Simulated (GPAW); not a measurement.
# Screening of a field by a 8-layer slab of Ir(100)

How does a 8-layer slab of Ir(100) screen a perpendicular field?

Main program and level: GPAW 26.7.0; GPAW, PAW setups; slab in vacuum, relaxation, in the first sound run; inputs show where later runs differ.

Report form: the programs' logs are mostly left out.

## (1) The structure

The cell holds 8 atoms: 8 Ir. Its edges and angles: a = 2.715 Å, b = 2.715 Å, c = 29.440 Å, α = 90.0°, β = 90.0°, γ = 90.0°. Vacuum lies along c.

Coordinates:

```cif
data_structure
_symmetry_space_group_name_H-M 'P 1'
_symmetry_Int_Tables_number 1
_cell_length_a 2.7153
_cell_length_b 2.7153
_cell_length_c 29.4400
_cell_angle_alpha 90.000
_cell_angle_beta 90.000
_cell_angle_gamma 90.000
_cell_volume 217.06
loop_
_atom_site_label
_atom_site_type_symbol
_atom_site_fract_x
_atom_site_fract_y
_atom_site_fract_z
_atom_site_occupancy
Ir1 Ir 0.50000 0.50000 0.27174 1
Ir2 Ir 0.00000 0.00000 0.33696 1
Ir3 Ir 0.50000 0.50000 0.40217 1
Ir4 Ir 0.00000 0.00000 0.46739 1
Ir5 Ir 0.50000 0.50000 0.53261 1
Ir6 Ir 0.00000 0.00000 0.59783 1
Ir7 Ir 0.50000 0.50000 0.66304 1
Ir8 Ir 0.00000 0.00000 0.72826 1
```

## (2) Relaxing the atoms

The atoms are relaxed first, since the surface dipole, and with it the work function, follows the positions of the outer layers. The lowest 4 atoms are held at bulk positions and keep their forces.

run.py reads:

```python
import json
import numpy as np
from ase import Atoms
from ase.constraints import FixAtoms
from ase.optimize import BFGS
from gpaw import GPAW, PW

slab = Atoms(
    ['Ir', 'Ir', 'Ir', 'Ir', 'Ir', 'Ir', 'Ir', 'Ir'],
    positions=[
        [1.35765, 1.35765, 8.00000],
        [0.00000, 0.00000, 9.92000],
        [1.35765, 1.35765, 11.84000],
        [0.00000, 0.00000, 13.76000],
        [1.35765, 1.35765, 15.68000],
        [0.00000, 0.00000, 17.60000],
        [1.35765, 1.35765, 19.52000],
        [0.00000, 0.00000, 21.44000]],
    cell=[[2.71529, 0.0, 0.0], [0.0, 2.71529, 0.0], [0.0, 0.0, 29.44]],
    pbc=[True, True, False])

slab.calc = GPAW(mode=PW(400), xc='PBE', kpts={'size': (12, 12, 1), 'gamma': True},
                 occupations={'name': 'fermi-dirac', 'width': 0.1}, nbands='160%',
                 convergence={'density': 1e-05}, maxiter=200,
                 poissonsolver={'dipolelayer': 'xy'},
                 symmetry={'tolerance': 1e-3, 'extra_ids': [1, 1, 1, 1, 0, 0, 0, 0]}, txt='slab.txt')
result = {}
slab.set_constraint(FixAtoms([0, 1, 2, 3]))
path = []
opt = BFGS(slab, maxstep=0.2)
opt.attach(lambda: path.append((slab.get_potential_energy(), slab.positions.tolist(), slab.get_forces().tolist())))
result['relaxed'] = bool(opt.run(fmax=0.03, steps=40))
result['path'] = path
energy = slab.get_potential_energy()
fermi = slab.calc.get_fermi_level()
v = slab.calc.get_electrostatic_potential().mean((0, 1)) - fermi
n = slab.calc.get_pseudo_density().mean((0, 1))
L = slab.cell[2, 2]
z = np.arange(len(v)) * L / len(v)
low, high = slab.positions[:, 2].min(), slab.positions[:, 2].max()
below, above = np.interp([low - 5.8, high + 5.8], z, v)
slopes = [np.interp(x, z, np.gradient(v, z)) for x in (low - 5.8, high + 5.8)]
eps = np.array([[slab.calc.get_eigenvalues(k, s) for k in range(len(slab.calc.get_ibz_k_points()))]
                for s in range(slab.calc.get_number_of_spins())]) - fermi
top, bottom = eps[eps < 0].max(), eps[eps > 0].min()
dipole = slab.get_dipole_moment()[2]
print(f'energy {energy:.4f} eV, Fermi level {fermi:.4f} eV, dipole {dipole:.5f} e A')
print(f'potential 5.8 A off the faces, from the Fermi level: lower {below:.4f} eV, upper {above:.4f} eV')
print(f'slope of the potential there: lower {slopes[0]:.5f}, upper {slopes[1]:.5f} eV/A')
print(f'nearest levels on the mesh: {top:.4f} and {bottom:.4f} eV')
print('magnetic moment', round(slab.get_magnetic_moment(), 3))
result.update(energy=energy, fermi=fermi, dipole=dipole, below=below, above=above, slopes=slopes, edges=[top, bottom],
              z=z.tolist(), v=v.tolist(), n=n.tolist(), positions=slab.positions.tolist(),
              forces=slab.get_forces(apply_constraint=False).tolist(), moments=slab.get_magnetic_moments().tolist())
json.dump(result, open('result.json', 'w'))
```

Launch:

```sh
OMP_NUM_THREADS=1 OPENBLAS_NUM_THREADS=1 python run.py
```

It took 38 min on 1 thread of Intel Xeon 6975P-C (Granite Rapids), shared host; peak memory 0.38 GiB.

Relaxation path:

```tsv
step	energy less that of the first step (eV)	largest force (eV/Å)
1	0.0000	1.0425
2	-0.0203	0.7339
3	-0.0406	0.1711
4	-0.0412	0.1430
5	-0.0421	0.1110
6	-0.0431	0.1491
7	-0.0437	0.1236
8	-0.0444	0.1206
9	-0.0452	0.1407
10	-0.0458	0.1121
11	-0.0461	0.0506
12	-0.0461	0.0300
```

The atoms that moved most (Å):

```tsv
atom	dx	dy	dz	length
Ir7	0.000	0.000	0.095	0.095
Ir6	0.000	0.000	0.050	0.050
Ir5	0.000	0.000	0.028	0.028
Ir8	0.000	0.000	0.019	0.019
```

Final coordinates:

```xyz
8
Lattice="2.7153 0.0000 0.0000 0.0000 2.7153 0.0000 0.0000 0.0000 29.4400" Properties=species:S:1:pos:R:3
Ir    1.3576    1.3576    8.0000
Ir    0.0000    0.0000    9.9200
Ir    1.3576    1.3576   11.8400
Ir    0.0000    0.0000   13.7600
Ir    1.3576    1.3576   15.7081
Ir    0.0000    0.0000   17.6504
Ir    1.3576    1.3576   19.6153
Ir    0.0000    0.0000   21.4589
```

This step gave:

```yaml
dipole_along_the_normal: 3.31e-4 e·Å
levels_nearest_the_fermi_level_on_the_mesh: -0.002964, 0.02037 eV from the Fermi level
upper_work_function: 5.540 eV
lower_work_function: 5.538 eV
```

The electrostatic potential energy of an electron (without an applied field's), less the Fermi level, planar mean oscillates, so the rows of the table below give means over windows of 1.89 Å about each position, cut where the curve ends. Its maxima inside the range that stand out by 2 % of the span (Å: eV): 8.9: -4.32, 10.8: -4.83, 12.8: -4.76, 14.7: -4.31, 16.7: -4.43, 18.6: -4.10, 20.5: -5.59. Its minima: 8.0: -26.0, 9.9: -26.6, 11.9: -26.6, 13.8: -26.7, 15.7: -26.5, 17.7: -26.6, 19.7: -26.6, 21.4: -26.1.

Electrostatic potential energy of an electron (without an applied field's), less the Fermi level, planar mean against z; means over each step:

z (Å), electrostatic potential energy of an electron (without an applied field's), less the Fermi level, planar mean (eV) and a bar from the least value:
```
     0.94        5.5 ##############################
     2.83        5.5 ##############################
     4.73        5.5 ##############################
     6.62        1.4 ########################
     8.51      -14.3 #
    10.40      -14.9 #
    12.29      -14.9 
    14.18      -14.7 #
    16.07      -14.8 #
    17.96      -14.7 #
    19.85      -15.3 
    21.74      -12.9 ###
    23.62        5.0 #############################
    25.52        5.5 ##############################
    27.41        5.5 ##############################
    29.30        5.5 ##############################
```

The pseudo valence density, planar mean oscillates, so the rows of the table below give means over windows of 1.89 Å about each position, cut where the curve ends. Its maxima inside the range that stand out by 2 % of the span (Å: e/Å³): 8.0: 1.99, 9.9: 1.99, 11.8: 1.97, 13.7: 1.93, 15.8: 1.97, 17.7: 2.00, 19.6: 1.97, 21.4: 1.99. Its minima: 9.0: 0.496, 10.9: 0.493, 12.8: 0.489, 14.7: 0.471, 16.6: 0.479, 18.7: 0.469, 20.6: 0.550.

Table of pseudo valence density, planar mean by z; means over each step:

```tsv
z (Å)	pseudo valence density, planar mean (e/Å³)
2.83	6.2e-6
4.73	0.00103
6.62	0.184
8.51	1.06
10.40	1.06
12.29	1.06
14.18	1.05
16.07	1.06
17.96	1.05
19.85	1.08
21.74	0.977
23.62	0.0221
25.52	1.3e-4
```

The relaxation lowered the energy of the cell by 0.0461 eV (energies extrapolated to zero smearing; the optimiser's log prints free energies). The largest force left on a free atom is 0.030 eV/Å.

## (3) The slab's potential

The work function is the vacuum plateau of the electrostatic potential less the Fermi level; a dipole layer lets the two faces have plateaus of their own.

This step: GPAW, PAW setups; slab in vacuum (GPAW 26.7.0).

run.py, as its differences from that of step 2:

```diff
@@ -3,4 +3,2 @@
 from ase import Atoms
-from ase.constraints import FixAtoms
-from ase.optimize import BFGS
 from gpaw import GPAW, PW
@@ -14,6 +12,6 @@
         [0.00000, 0.00000, 13.76000],
-        [1.35765, 1.35765, 15.68000],
-        [0.00000, 0.00000, 17.60000],
-        [1.35765, 1.35765, 19.52000],
-        [0.00000, 0.00000, 21.44000]],
+        [1.35765, 1.35765, 15.70808],
+        [-0.00000, 0.00000, 17.65038],
+        [1.35765, 1.35765, 19.61531],
+        [0.00000, 0.00000, 21.45888]],
     cell=[[2.71529, 0.0, 0.0], [0.0, 2.71529, 0.0], [0.0, 0.0, 29.44]],
@@ -25,10 +23,4 @@
                  poissonsolver={'dipolelayer': 'xy'},
-                 symmetry={'tolerance': 1e-3, 'extra_ids': [1, 1, 1, 1, 0, 0, 0, 0]}, txt='slab.txt')
+                 symmetry={'tolerance': 1e-3}, txt='slab.txt')
 result = {}
-slab.set_constraint(FixAtoms([0, 1, 2, 3]))
-path = []
-opt = BFGS(slab, maxstep=0.2)
-opt.attach(lambda: path.append((slab.get_potential_energy(), slab.positions.tolist(), slab.get_forces().tolist())))
-result['relaxed'] = bool(opt.run(fmax=0.03, steps=40))
-result['path'] = path
 energy = slab.get_potential_energy()
```

The job ended after 4.1 min (1 thread; peak memory 0.38 GiB).

Numbers from this step:

- dipole along the normal: -1.12e-5 e·Å
- levels nearest the Fermi level on the mesh: -0.002995, 0.02038 eV from the Fermi level

The electrostatic potential energy of an electron (without an applied field's), less the Fermi level, planar mean oscillates, so the rows of the table below give means over windows of 1.89 Å about each position, cut where the curve ends. Its maxima inside the range that stand out by 2 % of the span (Å: eV): 8.9: -4.32, 10.8: -4.83, 12.8: -4.76, 14.7: -4.31, 16.7: -4.43, 18.6: -4.10, 20.5: -5.59. Its minima: 8.0: -26.0, 9.9: -26.6, 11.9: -26.6, 13.8: -26.7, 15.7: -26.5, 17.7: -26.6, 19.7: -26.6, 21.4: -26.1.

Electrostatic potential energy of an electron (without an applied field's), less the Fermi level, planar mean against z; means over each step:

```tsv
z (Å)	electrostatic potential energy of an electron (without an applied field's), less the Fermi level, planar mean (eV)
0.94	5.54
2.83	5.54
4.73	5.51
6.62	1.37
8.51	-14.3
10.40	-14.9
12.29	-14.9
14.18	-14.7
16.07	-14.8
17.96	-14.7
19.85	-15.3
21.74	-12.9
23.62	5.02
25.52	5.54
27.41	5.54
29.30	5.54
```

The pseudo valence density, planar mean oscillates, so the rows of the table below give means over windows of 1.89 Å about each position, cut where the curve ends. Its maxima inside the range that stand out by 2 % of the span (Å: e/Å³): 8.0: 1.99, 9.9: 1.99, 11.8: 1.97, 13.7: 1.93, 15.8: 1.97, 17.7: 2.00, 19.6: 1.97, 21.4: 1.99. Its minima: 9.0: 0.496, 10.9: 0.493, 12.8: 0.489, 14.7: 0.471, 16.6: 0.479, 18.7: 0.469, 20.6: 0.550.

Table of pseudo valence density, planar mean by z; means over each step:

z (Å), pseudo valence density, planar mean (e/Å³) and a bar:
```
     2.83       0.00 
     4.73       0.00 
     6.62       0.18 #####
     8.51       1.06 #############################
    10.40       1.06 #############################
    12.29       1.06 #############################
    14.18       1.05 #############################
    16.07       1.06 #############################
    17.96       1.05 #############################
    19.85       1.08 ##############################
    21.74       0.98 ###########################
    23.62       0.02 #
    25.52       0.00
```

Force by atom:

```tsv
atom	x (eV/Å)	y (eV/Å)	z (eV/Å)	size
Ir1	0.00	0.00	0.70	0.70
Ir2	0.00	0.00	-1.05	1.05
Ir3	0.00	0.00	-0.02	0.02
Ir4	0.00	0.00	0.39	0.39
Ir5	0.00	0.00	-0.03	0.03
Ir6	0.00	0.00	0.03	0.03
Ir7	0.00	0.00	-0.01	0.01
Ir8	0.00	0.00	0.00	0.00
```

The potential is flat to 1.3e-4 eV/Å where it is read, so the vacuum is wide enough.

## (4) In a field

A uniform field along the normal polarises the slab; the atoms stay fixed, so this is the electronic response alone.

run.py, as its differences from that of step 3:

```diff
@@ -4,2 +4,3 @@
 from gpaw import GPAW, PW
+from gpaw.external import ConstantElectricField
 
@@ -23,2 +24,3 @@
                  poissonsolver={'dipolelayer': 'xy'},
+                 external=ConstantElectricField(-0.2, [0, 0, 1]),
                  symmetry={'tolerance': 1e-3}, txt='slab.txt')
```

The job ended after 15 min (1 thread; peak memory 0.78 GiB).

Numbers from this step:

```
dipole along the normal                                         : -0.1368 e·Å
levels nearest the Fermi level on the mesh                      : -0.005688, 0.02038 eV from the Fermi level
potential below the slab, the applied field's own ramp left out : 3.865 eV from the Fermi level
potential above the slab, the applied field's own ramp left out : 7.223 eV from the Fermi level
```

The electrostatic potential energy of an electron (without an applied field's), less the Fermi level, planar mean oscillates, so the rows of the table below give means over windows of 1.89 Å about each position, cut where the curve ends. Its maxima inside the range that stand out by 2 % of the span (Å: eV): 8.9: -5.48, 10.9: -5.60, 12.8: -5.13, 14.7: -4.31, 16.7: -4.03, 18.6: -3.33, 20.5: -4.43, 27.4: 7.22. Its minima: 8.0: -27.3, 9.9: -27.6, 11.9: -27.2, 13.8: -26.9, 15.7: -26.3, 17.7: -26.0, 19.7: -25.6, 21.4: -24.8.

Electrostatic potential energy of an electron (without an applied field's), less the Fermi level, planar mean against z; means over each step:

```tsv
z (Å)	electrostatic potential energy of an electron (without an applied field's), less the Fermi level, planar mean (eV)
0.94	4.03
2.83	3.87
4.73	3.84
6.62	-0.212
8.51	-15.5
10.40	-15.8
12.29	-15.4
14.18	-14.8
16.07	-14.5
17.96	-14.0
19.85	-14.2
21.74	-11.5
23.62	6.68
25.52	7.22
27.41	7.22
29.30	7.06
```

Force by atom:

```tsv
atom	x (eV/Å)	y (eV/Å)	z (eV/Å)	size
Ir1	0.00	0.00	0.70	0.70
Ir2	0.00	0.00	-1.05	1.05
Ir3	0.00	0.00	-0.03	0.03
Ir4	0.00	0.00	0.39	0.39
Ir5	0.00	0.00	-0.03	0.03
Ir6	0.00	0.00	0.02	0.02
Ir7	0.00	0.00	-0.01	0.01
Ir8	0.00	0.00	0.00	0.00
```

The dipole is now -0.137 e Å, against -1.1e-5 in the run without a field.

## (5) In a field

run.py, as its differences from that of step 4:

```diff
@@ -24,3 +24,3 @@
                  poissonsolver={'dipolelayer': 'xy'},
-                 external=ConstantElectricField(-0.2, [0, 0, 1]),
+                 external=ConstantElectricField(-0.1, [0, 0, 1]),
                  symmetry={'tolerance': 1e-3}, txt='slab.txt')
```

It took 15 min on 1 thread; peak memory 0.78 GiB.

This step gave:

| Item | Value |
| --- | --- |
| dipole along the normal | -0.06843 e·Å |
| levels nearest the Fermi level on the mesh | -0.004551, 0.02038 eV from the Fermi level |
| potential below the slab, the applied field's own ramp left out | 4.701 eV from the Fermi level |
| potential above the slab, the applied field's own ramp left out | 6.381 eV from the Fermi level |

The electrostatic potential energy of an electron (without an applied field's), less the Fermi level, planar mean oscillates, so the rows of the table below give means over windows of 1.89 Å about each position, cut where the curve ends. Its maxima inside the range that stand out by 2 % of the span (Å: eV): 8.9: -4.90, 10.8: -5.22, 12.8: -4.95, 14.7: -4.31, 16.7: -4.23, 18.6: -3.72, 20.5: -5.01. Its minima: 8.0: -26.6, 9.9: -27.1, 11.9: -26.9, 13.8: -26.8, 15.7: -26.4, 17.7: -26.3, 19.7: -26.1, 21.4: -25.4.

The electrostatic potential energy of an electron (without an applied field's), less the Fermi level, planar mean by z; means over each step:

```tsv
z (Å)	electrostatic potential energy of an electron (without an applied field's), less the Fermi level, planar mean (eV)
0.94	4.78
2.83	4.70
4.73	4.68
6.62	0.580
8.51	-14.9
10.40	-15.3
12.29	-15.2
14.18	-14.8
16.07	-14.6
17.96	-14.4
19.85	-14.8
21.74	-12.2
23.62	5.85
25.52	6.38
27.41	6.38
29.30	6.30
```

Force by atom:

```tsv
atom	x (eV/Å)	y (eV/Å)	z (eV/Å)	size
Ir1	0.00	0.00	0.70	0.70
Ir2	0.00	0.00	-1.05	1.05
Ir3	0.00	0.00	-0.03	0.03
Ir4	0.00	0.00	0.39	0.39
Ir5	0.00	0.00	-0.03	0.03
Ir6	0.00	0.00	0.02	0.02
Ir7	0.00	0.00	-0.01	0.01
Ir8	0.00	0.00	0.00	0.00
```

The dipole is now -0.0684 e Å, against -1.1e-5 in the run without a field.

## (6) Field on

run.py, as its differences from that of step 5:

```diff
@@ -24,3 +24,3 @@
                  poissonsolver={'dipolelayer': 'xy'},
-                 external=ConstantElectricField(-0.1, [0, 0, 1]),
+                 external=ConstantElectricField(-0.05, [0, 0, 1]),
                  symmetry={'tolerance': 1e-3}, txt='slab.txt')
```

The job ended after 17 min (1 thread; peak memory 0.76 GiB).

## (7) Field on

run.py, as its differences from that of step 6:

```diff
@@ -24,3 +24,3 @@
                  poissonsolver={'dipolelayer': 'xy'},
-                 external=ConstantElectricField(-0.05, [0, 0, 1]),
+                 external=ConstantElectricField(0.05, [0, 0, 1]),
                  symmetry={'tolerance': 1e-3}, txt='slab.txt')
```

It took 15 min on 1 thread; peak memory 0.77 GiB.

The electrostatic potential energy of an electron (without an applied field's), less the Fermi level, planar mean oscillates, so the rows of the table below give means over windows of 1.89 Å about each position, cut where the curve ends. Its maxima inside the range that stand out by 2 % of the span (Å: eV): 8.9: -4.03, 10.8: -4.63, 12.8: -4.66, 14.7: -4.31, 16.7: -4.53, 18.6: -4.30, 20.5: -5.88. Its minima: 8.0: -25.6, 9.9: -26.4, 11.9: -26.5, 13.8: -26.6, 15.7: -26.6, 17.7: -26.8, 19.7: -26.9, 21.4: -26.5.

Electrostatic potential energy of an electron (without an applied field's), less the Fermi level, planar mean against z; means over each step:

```tsv
z (Å)	electrostatic potential energy of an electron (without an applied field's), less the Fermi level, planar mean (eV)
0.94	5.92
2.83	5.96
4.73	5.93
6.62	1.77
8.51	-14.0
10.40	-14.7
12.29	-14.8
14.18	-14.7
16.07	-14.8
17.96	-14.9
19.85	-15.5
21.74	-13.3
23.62	4.61
25.52	5.12
27.41	5.12
29.30	5.16
```

## (8) In a field

run.py, as its differences from that of step 7:

```diff
@@ -24,3 +24,3 @@
                  poissonsolver={'dipolelayer': 'xy'},
-                 external=ConstantElectricField(0.05, [0, 0, 1]),
+                 external=ConstantElectricField(0.1, [0, 0, 1]),
                  symmetry={'tolerance': 1e-3}, txt='slab.txt')
```

It took 14 min on 1 thread; peak memory 0.77 GiB.

The dipole is now 0.0683 e Å, against -1.1e-5 in the run without a field.

## (9) In a field

run.py, as its differences from that of step 8:

```diff
@@ -24,3 +24,3 @@
                  poissonsolver={'dipolelayer': 'xy'},
-                 external=ConstantElectricField(0.1, [0, 0, 1]),
+                 external=ConstantElectricField(0.2, [0, 0, 1]),
                  symmetry={'tolerance': 1e-3}, txt='slab.txt')
```

Elapsed: 18 min, on 1 thread; peak memory 0.78 GiB.

The electrostatic potential energy of an electron (without an applied field's), less the Fermi level, planar mean oscillates, so the rows of the table below give means over windows of 1.89 Å about each position, cut where the curve ends. Its maxima inside the range that stand out by 2 % of the span (Å: eV): 2.0: 7.22, 8.9: -3.16, 10.8: -4.05, 12.8: -4.38, 14.7: -4.31, 16.7: -4.83, 18.6: -4.88, 20.5: -6.75. Its minima: 8.0: -24.6, 9.9: -25.6, 11.9: -26.1, 13.8: -26.5, 15.7: -26.7, 17.7: -27.2, 19.7: -27.6, 21.4: -27.5.

Electrostatic potential energy of an electron (without an applied field's), less the Fermi level, planar mean against z; means over each step:

```tsv
z (Å)	electrostatic potential energy of an electron (without an applied field's), less the Fermi level, planar mean (eV)
0.94	7.05
2.83	7.22
4.73	7.19
6.62	2.96
8.51	-13.1
10.40	-14.0
12.29	-14.5
14.18	-14.6
16.07	-15.0
17.96	-15.3
19.85	-16.3
21.74	-14.3
23.62	3.37
25.52	3.86
27.41	3.86
29.30	4.03
```

The dipole is now 0.137 e Å, against -1.1e-5 in the run without a field.

(Part 1 of 2 ends here.)

[Logs are printed without paths, hosts, clocks, repeated set-up lines and the standing remarks that a program may print on its own settings, such as how far it seeks lower states.]

[Hosts, paths, dates, database ids (printed as entryN), source tags and the programs' standing remarks are cut or masked in the printed files.]
